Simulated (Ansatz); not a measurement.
# Lattice dynamics of LaP (model cell, started as CsCl type)

Wanted: vibrations and spectra of LaP (model cell, started as CsCl type); the cell is already relaxed. After the zone centre comes a 4×4×4 q mesh on a 12×12×12 k mesh.

Calculated with Ansatz 0.2.0; DFT PBE, scalar-relativistic, plane waves, PAW.

The structure was built from a prototype and need not be the compound's stable phase.

**1. The structure**

The structure is cubic, space group Pm-3m (No. 221). The conventional cell has a = 3.641 Å, b = 3.641 Å, c = 3.641 Å, α = 90.00°, β = 90.00°, γ = 90.00°. La has 8 P at 3.15 Å nearest. P has 8 La at 3.15 Å nearest. Farther neighbours are not listed.

As a file:

```cif
data_structure
_symmetry_space_group_name_H-M 'Pm-3m'
_symmetry_Int_Tables_number 221
_cell_length_a 3.6415
_cell_length_b 3.6415
_cell_length_c 3.6415
_cell_angle_alpha 90.000
_cell_angle_beta 90.000
_cell_angle_gamma 90.000
_cell_volume 48.29
loop_
_atom_site_label
_atom_site_type_symbol
_atom_site_symmetry_multiplicity
_atom_site_Wyckoff_symbol
_atom_site_fract_x
_atom_site_fract_y
_atom_site_fract_z
_atom_site_occupancy
La1 La 1 a 0.00000 0.00000 0.00000 1
P1 P 1 b 0.50000 0.50000 0.50000 1
```

**2. Zone-centre response**

The cell comes from relaxations at this level that are not shown. The zone centre comes first: it holds the modes that light can see, as far as symmetry allows. No field response is asked, since the mesh shows no gap.

Input file input.yaml:

```yaml
crystal:
  lattice:
    - [3.6414751386, 0.0, 0.0]
    - [0.0, 3.6414751386, 0.0]
    - [0.0, 0.0, 3.6414751386]
  atoms:
    - { symbol: La, position: [0.0, 0.0, 0.0] }
    - { symbol: P, position: [0.5, 0.5, 0.5] }
kpoints:
  mp_grid: { grid: [12, 12, 12] }
hamiltonian:
  xc: pbe
scf:
  occupations: { method: methfessel_paxton, width: 0.15 }
output:
  eigenvalues: true
phonons:
  method: dfpt
```

On the command line:

```sh
ansatz run input.yaml --threads 4 --pin off --max-ram 7168MiB --backend cpu --events-out ev --progress --plain --runs-dir out
```

Numbers of over 12 decimals in the logs are rounded to 6 here.

The log of the run:

```text
Engine: ansatz 0.2.0, aarch64-unknown-linux-gnu
Pseudopotentials: kind: paw
Pseudopotential: La, paw, valence charge 11, recommended cutoff 420 eV (normal), La.paw.azcp
Pseudopotential: P, paw, valence charge 5, recommended cutoff 420 eV (normal), P.paw.azcp
Functional definition: PBE
  parameter kappa = 0.804
  parameter beta = 0.066725
  exchange = pbe_x(kappa = kappa, mu = beta*pi^2/3)
  correlation = pbe_c(beta = beta)
Crystal: 2 atoms, lattice volume = 48.287 Å³
Basis set: ecut = 420 eV, 949 PW (Γ), exchange–correlation on 50×50×50 points (8 copies of the dense FFT grid, shifted against one another)
Bands: 12, of which v1, the nominal top of the filled ones, is band 8 counted from 1 (7 counted from 0)
Symmetry: 48 space group operations
k-points: 196 of 1728 (irreducible under 8 space group operations, time reversal used)
Non-local potential: La, projectors of the file, l = 0: 3, l = 1: 2, l = 2: 2, l = 3: 3
Non-local potential: P, projectors of the file, l = 0: 2, l = 1: 2, l = 2: 2
PAW form: soft (Blöchl's): semilocal exchange-correlation on the pseudo side does not see the compensation charge
PAW one-centre angular grid: La, 590 points (default); XC on 64 Gauss nodes
PAW one-centre angular grid: P, 110 points (default); XC on 64 Gauss nodes
Initial density: superposition of atomic densities (neutral atoms: chi_scale 0, normalization atom), corrected by the library's trained network
Initial wavefunctions: pseudopotential atomic-orbital guess
Functional: x = pbe(κ = 0.804, μ = 0.219515), c = pbe(β = 0.066725)
SCF iter   1: F=—  HF=-7008.211275 eV  |F-HF|=—  |Δ(HF+E_count)|=         —  Δρ=6.07e-3  dr2=3.32e-2  ethr=1.77e-3  ⟨swp⟩=4.3  Hψ=11883  notcnv=0
preconditioner: auto → none  [metal: Δε(μ)=0.074 eV  Ē_g=10.875 eV  σ=0.150 eV  W_gap=0.37  n_scr=6 (ndim 8)  ℏωp=20.0 eV  f_vac=0.000  D(μ)=0.54/eV (n_scr^D=0)  sad-step TF]
SCF iter   2: F=—  HF=-7008.205957 eV  |F-HF|=—  |Δ(HF+E_count)|=   5.32e-3  S|Δr|=    0.00e0  Δρ=3.37e-3  dr2=7.66e-3  ethr=2.08e-4  ⟨swp⟩=1.7  Hψ=4218  notcnv=0
SCF iter   3: F=—  HF=-7008.205884 eV  |F-HF|=—  |Δ(HF+E_count)|=   7.31e-5  S|Δr|=    0.00e0  Δρ=1.15e-3  dr2=1.63e-3  ethr=4.79e-5  ⟨swp⟩=2.8  Hψ=3842  notcnv=0
SCF iter   4: F=—  HF=-7008.205575 eV  |F-HF|=—  |Δ(HF+E_count)|=   3.09e-4  S|Δr|=    0.00e0  Δρ=2.66e-4  dr2=3.98e-5  ethr=1.02e-5  ⟨swp⟩=2.2  Hψ=3300  notcnv=0
SCF iter   5: F=—  HF=-7008.205574 eV  |F-HF|=—  |Δ(HF+E_count)|=   1.78e-6  S|Δr|=    0.00e0  Δρ=4.98e-5  dr2=5.27e-7  ethr=2.49e-7  ⟨swp⟩=2.8  Hψ=3964  notcnv=0
SCF iter   6: F=—  HF=-7008.205574 eV  |F-HF|=—  |Δ(HF+E_count)|=   6.47e-7  S|Δr|=    0.00e0  Δρ=4.58e-6  dr2=7.92e-9  ethr=3.29e-9  ⟨swp⟩=2.8  Hψ=4019  notcnv=0
SCF iter   7: F=—  HF=-7008.205574 eV  |F-HF|=—  |Δ(HF+E_count)|=   2.09e-9  S|Δr|=    0.00e0  Δρ=7.28e-7  dr2=1.20e-10  ethr=4.95e-11  ⟨swp⟩=2.1  Hψ=3340  notcnv=0
SCF iter   8: F=-7008.205574 eV  HF=-7008.205574 eV  |F-HF|=9.09e-13  |Δ(HF+E_count)|=  1.28e-10  S|Δr|=    0.00e0  Δρ=8.52e-8  dr2=1.71e-12  ethr=1.00e-12  ⟨swp⟩=8.5  Hψ=15005  notcnv=0
SCF 1 converged in 8 iterations: F = -7008.205574 eV  dr2 = 1.71e-12
  greatest PAW one-centre occupation: 0.971 electrons in one spin orbital (limit 2), on the La atom at site 0 (counted from 0), in its partial waves of l = 0
DFPT response loops at Γ: preconditioner auto → Kerker (q_TF=auto, 2.270 Å⁻¹) (partly filled bands, converged f_vac=0.000); β = 1.00, the filter's whole step (`scf.mixing.beta` (0.50) is not read by the response loops under this deck's `scf.mixing.preconditioner`; to damp them name `kerker` or `kerker_dos`, under which they read `scf.mixing.beta`, and type it under 1.00, their step now; both keys bind the ground state too); Broyden in place of MSR1
SCF converged after 8 iterations
Stability not checked: this state was not tested for a lower state beside it, because cold or Methfessel-Paxton smearing, or corrected tetrahedra, fill the levels in a way that the test cannot read (fill_not_monotonic; see scf.lower_state_search)
Free energy (F): -7008.205574 eV
Harris-Foulkes:  -7008.205574 eV  (|F-HF|=9.09e-13)
Internal energy: -7008.206865 eV  (E = F + TS)
E sigma→0 (E₀):  -7008.205897 eV
Entropy (-TS):   0.001291 eV (0.645 meV/atom)
Fermi energy:    11.297767 eV
Step filling:    the computed levels leave a gap of 0.0000 eV = 0.0 smearing widths at the electron count; against every level under it full and every level over it empty, smearing changes F+E_penalty+E_count by +0.456 meV and its σ→0 estimate by +0.133 meV
--- Per-component energies (eV) ---
  E_band       = -9.901157
  E_kinetic    = 262.136307
  E_local      = -317.673900  (includes V_loc(G=0)·N_el)
  E_nonlocal   = 130.936197
  E_hartree    = 98.064058
  E_xc         = -201.286010
  E_vxc        = -208.983768  (∫ρ·V_xc dr)
  E_paw        = -5986.936854  (= ΣΔE_a)
  E_vpaw       = -72.444124  (= ΣTr[D̂ρ^β])
  E_aug_tail   = 0.000002  (compensation charges beyond the density's cutoff)
  E_ewald      = -993.446665
  E_smearing   = 0.001291  (= −TS)
  E_closure    = -0.000000  (closes the sum)
  Σ components = -7008.205574   (vs F -7008.205574, Δ=0.00e0)
--- Band table (eV; the first three rows and the last of 196) ---
  k-point 0: bands = [... 4 lower, 1.2355, 10.5483, 10.5483, 11.4984, 11.4984, 11.4984, 13.5787, 13.5787]
  k-point 1: bands = [... 4 lower, 1.3373, 10.3602, 10.5980, 11.4271, 11.4271, 11.5614, 13.5573, 13.5769]
  k-point 2: bands = [... 4 lower, 1.6129, 9.7189, 10.7430, 11.2296, 11.2296, 11.9783, 13.4908, 13.5725]
  k-point 195: bands = [... 4 lower, 3.2617, 7.4031, 7.4031, 7.4031, 13.6042, 13.6042, 13.6042, 13.9171]
--- Phonons (Γ-DFPT): 2 representative perturbations + reference, on 196 of 1728 k-points (Σ response iterations 6) ---
  k mesh reduced under 8 symmetry operations, with k and −k counted as one. Each operation leaves every solved perturbation unchanged. A smaller set is not used because it would not reduce the number of displacements times k-points to solve
  ASR residual: 1.242e-4 → 0.000e0 eV/Å²; symmetrization residual: 2.887e-6 eV/Å²
  ASR residual per site (eV/Å²): 1.24e-4 2.32e-5
  Γ frequencies (cm⁻¹): 0.00 0.00 0.00 88.77 88.77 88.77
  non-analytic LO–TO correction: not included (Born effective charges unavailable; polar crystals: no LO–TO splitting at Γ)
```

The job ended after 8.6 s (4 threads of Arm Neoverse V2, shared host; peak memory 0.71 GiB; 31 s of CPU time).

Numbers from this step:

```
volume per atom                                         : 24.14 Å³
gap on the k-mesh                                       : 0 eV
sum-rule residual before enforcement                    : 1.24e-4 eV/Å²
point group                                             : m-3m
highest optical mode at the zone centre (no LO-TO term) : 88.77 cm⁻¹
lowest optical zone-centre mode                         : 88.77 cm⁻¹
```

Patterns of degenerate modes are one choice out of their space. Modes at Γ, with each element's share of the kinetic energy:

```csv
mode,frequency (cm⁻¹),symmetry,La %,P %
1,0.0,acoustic,82,18
2,0.0,acoustic,82,18
3,0.0,acoustic,82,18
4,88.8,T1u,18,82
5,88.8,T1u,18,82
6,88.8,T1u,18,82
```

Displacements in mode 4 (88.8 cm⁻¹), the largest set to 1:
```
La1  0.00  0.06 -0.22
P2   0.00 -0.28  1.00
```

Before it was imposed, the acoustic sum rule was missed by 1.2e-4 eV/Å². Small misses are needed for a sound result but don't prove that mesh and cutoff are converged. The lowest optical mode is real, 88.8 cm⁻¹.

**3. Phonons on a q mesh**

Stability and thermal properties need the whole zone. Linear response on a 4×4×4 q mesh gives force constants as far as a supercell of that size would.

input.yaml: that of step 2 with these lines changed.

```diff
@@ -18 +18,8 @@
   method: dfpt
+  qmesh: [4, 4, 4]
+  temperatures: { t_max: 1000, t_step: 50 }
+  qpath:
+    path:
+      - [[0.0, 0.0, 0.0], [0.0, 0.5, 0.0], [0.5, 0.5, 0.0], [0.0, 0.0, 0.0], [0.5, 0.5, 0.5], [0.0, 0.5, 0.0]]
+      - [[0.5, 0.5, 0.5], [0.5, 0.5, 0.0]]
+    npoints: 10
```

The log of the run:

```text
[...]
Crystal: 2 atoms, lattice volume = 48.287 Å³
Basis set: ecut = 420 eV, 949 PW (Γ), exchange–correlation on 50×50×50 points (8 copies of the dense FFT grid, shifted against one another)
Bands: 12, of which v1, the nominal top of the filled ones, is band 8 counted from 1 (7 counted from 0)
Symmetry: 48 space group operations
k-points: 84 of 1728
[...]
SCF iter   1: F=—  HF=-7008.211372 eV  |F-HF|=—  |Δ(HF+E_count)|=         —  Δρ=6.06e-3  dr2=3.32e-2  ethr=1.77e-3  ⟨swp⟩=4.3  Hψ=5097  notcnv=0
[...]
SCF iter   8: F=-7008.205574 eV  HF=-7008.205574 eV  |F-HF|=9.09e-13  |Δ(HF+E_count)|=  1.40e-10  S|Δr|=    0.00e0  Δρ=9.42e-8  dr2=2.51e-12  ethr=1.00e-12  ⟨swp⟩=8.5  Hψ=6464  notcnv=0
SCF 1 converged in 8 iterations: F = -7008.205574 eV  dr2 = 2.51e-12
[...]
iter 1 solved again at ethr=3.48e-8 eV; its pass at ethr=3.10e-3 eV (dr2=5.56e-6 eV) is discarded
SCF iter   1: F=—  HF=-7008.205574 eV  |F-HF|=—  |Δ(HF+E_count)|=         —  Δρ=1.42e-7  dr2=1.22e-11  ethr=3.48e-8  ⟨swp⟩=4.7  Hψ=9083  notcnv=0
eigensolver tolerance schedule: the retry pair's looser diagonalisation over-reported the residual by 456839.55 of it (diagonalisation noise at an unbounded share of the residual, at the tolerance the schedule requests for it); recorded, not acted on — ethr = c·dr2/N_el stays at c = 1.0e-1
[...]
SCF iter   2: F=—  HF=-7008.205574 eV  |F-HF|=—  |Δ(HF+E_count)|=   9.41e-8  S|Δr|=    0.00e0  Δρ=1.27e-7  dr2=1.61e-11  ethr=1.00e-12  ⟨swp⟩=3.5  Hψ=2473  notcnv=0
SCF iter   3: F=-7008.205574 eV  HF=-7008.205574 eV  |F-HF|=9.09e-13  |Δ(HF+E_count)|=    0.00e0  S|Δr|=    0.00e0  Δρ=5.63e-8  dr2=1.24e-12  ethr=1.00e-12  ⟨swp⟩=2.8  Hψ=3172  notcnv=0
SCF 2 converged in 3 iterations: F = -7008.205574 eV  dr2 = 1.24e-12
phonons: the bands overlap, so this run is a metal and interpolates without the dipole-dipole term. If the crystal is really an insulator or semiconductor, its LO-TO splitting is missing
NSCF: frozen V_eff on 84 k-points
WARN: eigensolver did not converge in 2 slots of this pass, the one above among them; of largest residual over every band (k=61): 1 band(s) unlocked (lowest unlocked band 11, counted from 0; max residual 4.35e-5 eV among the unlocked bands, 4.35e-5 eV over every band); of lowest unlocked band (k=43): band 11
[...]
DFPT response loops at q = (0, 0, 0) (fractional): preconditioner auto → Kerker (q_TF=auto, 2.270 Å⁻¹) (partly filled bands, converged f_vac=0.000); β = 1.00, the filter's whole step (`scf.mixing.beta` (0.50) is not read by the response loops under this deck's `scf.mixing.preconditioner`; to damp them name `kerker` or `kerker_dos`, under which they read `scf.mixing.beta`, and type it under 1.00, their step now; both keys bind the ground state too); Broyden in place of MSR1
[...]
SCF converged after 8 iterations
[...]
Free energy (F): -7008.205574 eV
[...]
Internal energy: -7008.206865 eV  (E = F + TS)
E sigma→0 (E₀):  -7008.205897 eV
Entropy (-TS):   0.001291 eV (0.645 meV/atom)
Fermi energy:    11.297767 eV
[...]
--- Band table (eV; the first three rows and the last of 84) ---
  k-point 0: bands = [... 4 lower, 1.2355, 10.5483, 10.5483, 11.4984, 11.4984, 11.4984, 13.5787, 13.5787]
  k-point 1: bands = [... 4 lower, 1.3373, 10.3602, 10.5980, 11.4271, 11.4271, 11.5614, 13.5573, 13.5769]
  k-point 2: bands = [... 4 lower, 1.6129, 9.7189, 10.7430, 11.2296, 11.2296, 11.9783, 13.4908, 13.5725]
  k-point 83: bands = [... 4 lower, 3.2617, 7.4031, 7.4031, 7.4031, 13.6042, 13.6042, 13.6042, 13.9171]
--- Phonons (Γ-DFPT): 2 representative perturbations + reference (Σ response iterations 6) ---
  ASR residual: 1.174e-4 → 0.000e0 eV/Å²; symmetrization residual: 3.999e-7 eV/Å²
  ASR residual per site (eV/Å²): 1.17e-4 3.37e-5
  Γ frequencies (cm⁻¹): 0.00 0.00 0.00 88.77 88.77 88.77
--- Phonons (arbitrary-q DFPT): 10 irreducible q on the 4×4×4 mesh ---
  q = [0.0000, 0.0000, 0.0000] (star 1, of the zone-centre solve; hermiticity 1.09e-6, symmetrization 1.26e-11): -0.00 0.00 0.00 88.77 88.77 88.77
  q = [0.0000, 0.0000, 0.2500] (star 6, 4 solved perturbations in 1848 linear systems a pass and spin channel, the states on 588 of 1728 k-point pairs; hermiticity 1.61e-7, symmetrization 1.31e-13): -47.47 -47.47 95.36 127.55 127.55 228.60
[...]
q = [0.0000, 0.2500, -0.5000] (star 12, 6 solved perturbations on 588 of 1728 k-point pairs; hermiticity 1.34e-7, symmetrization 1.21e-14): -69.87 71.61 118.32 118.48 194.30 246.49
[...]
sum rule: each row above includes the acoustic sum rule's correction from the zone centre's row sums; it moved no ω² by more than (0.54 cm⁻¹)²
  mesh force constants: q→R imaginary residual 1.64e-18; ASR residual 1.174e-4 → 0.000e0 eV/Å²; symmetrization residual 4.441e-15 eV/Å²
  interpolated dispersion: 62 rows × 6 modes
  density of states and harmonic sums: on the 20×20×20 q-mesh, interpolated from the force constants of a 4×4×4 supercell (no non-analytic term)
  largest difference from the sums on the solved wave vectors: F 4.72e-3 eV, S 1.49e-5 and C_V 5.87e-6 eV/K
  zero-point energy: 0.046519 eV/cell   skipped modes (ω ≤ 0): 239, of them read as no rigid motion or as one in doubt: 236 (8.179e-1 modes/cell left out, lowest -73.39 cm⁻¹)   left out of the sums: 1.36e-1 of the cell's modes: C_V's classical limit lies that fraction below 3 k_B per atom; for a crystal, a wire or a layer, F and S can be off by more, and a phonons.interpolated_qmesh denser along its periods is the remedy for the sampling
```

The job ended after 4.2 min (4 threads; peak memory 1.8 GiB; 16 min of CPU time).

Numbers from this step:

```yaml
sum_rule_residual_before_enforcement: 1.17e-4 eV/Å²
lowest_frequency_on_the_path: -73.39 cm⁻¹
highest_frequency_on_the_path_or_at_a_solved_wavevector: 269.3 cm⁻¹
lowest_mode_on_the_q_mesh_acoustic_modes_at_gamma_apart: -73.25 cm⁻¹
```

(Part 1 of 2 ends here.)

[Logs are printed without paths, hosts, clocks, repeated set-up lines and the standing remarks that a program may print on its own settings, such as how far it seeks lower states.]

[Hosts, paths, dates, database ids (printed as entryN), source tags and the programs' standing remarks are cut or masked in the printed files.]
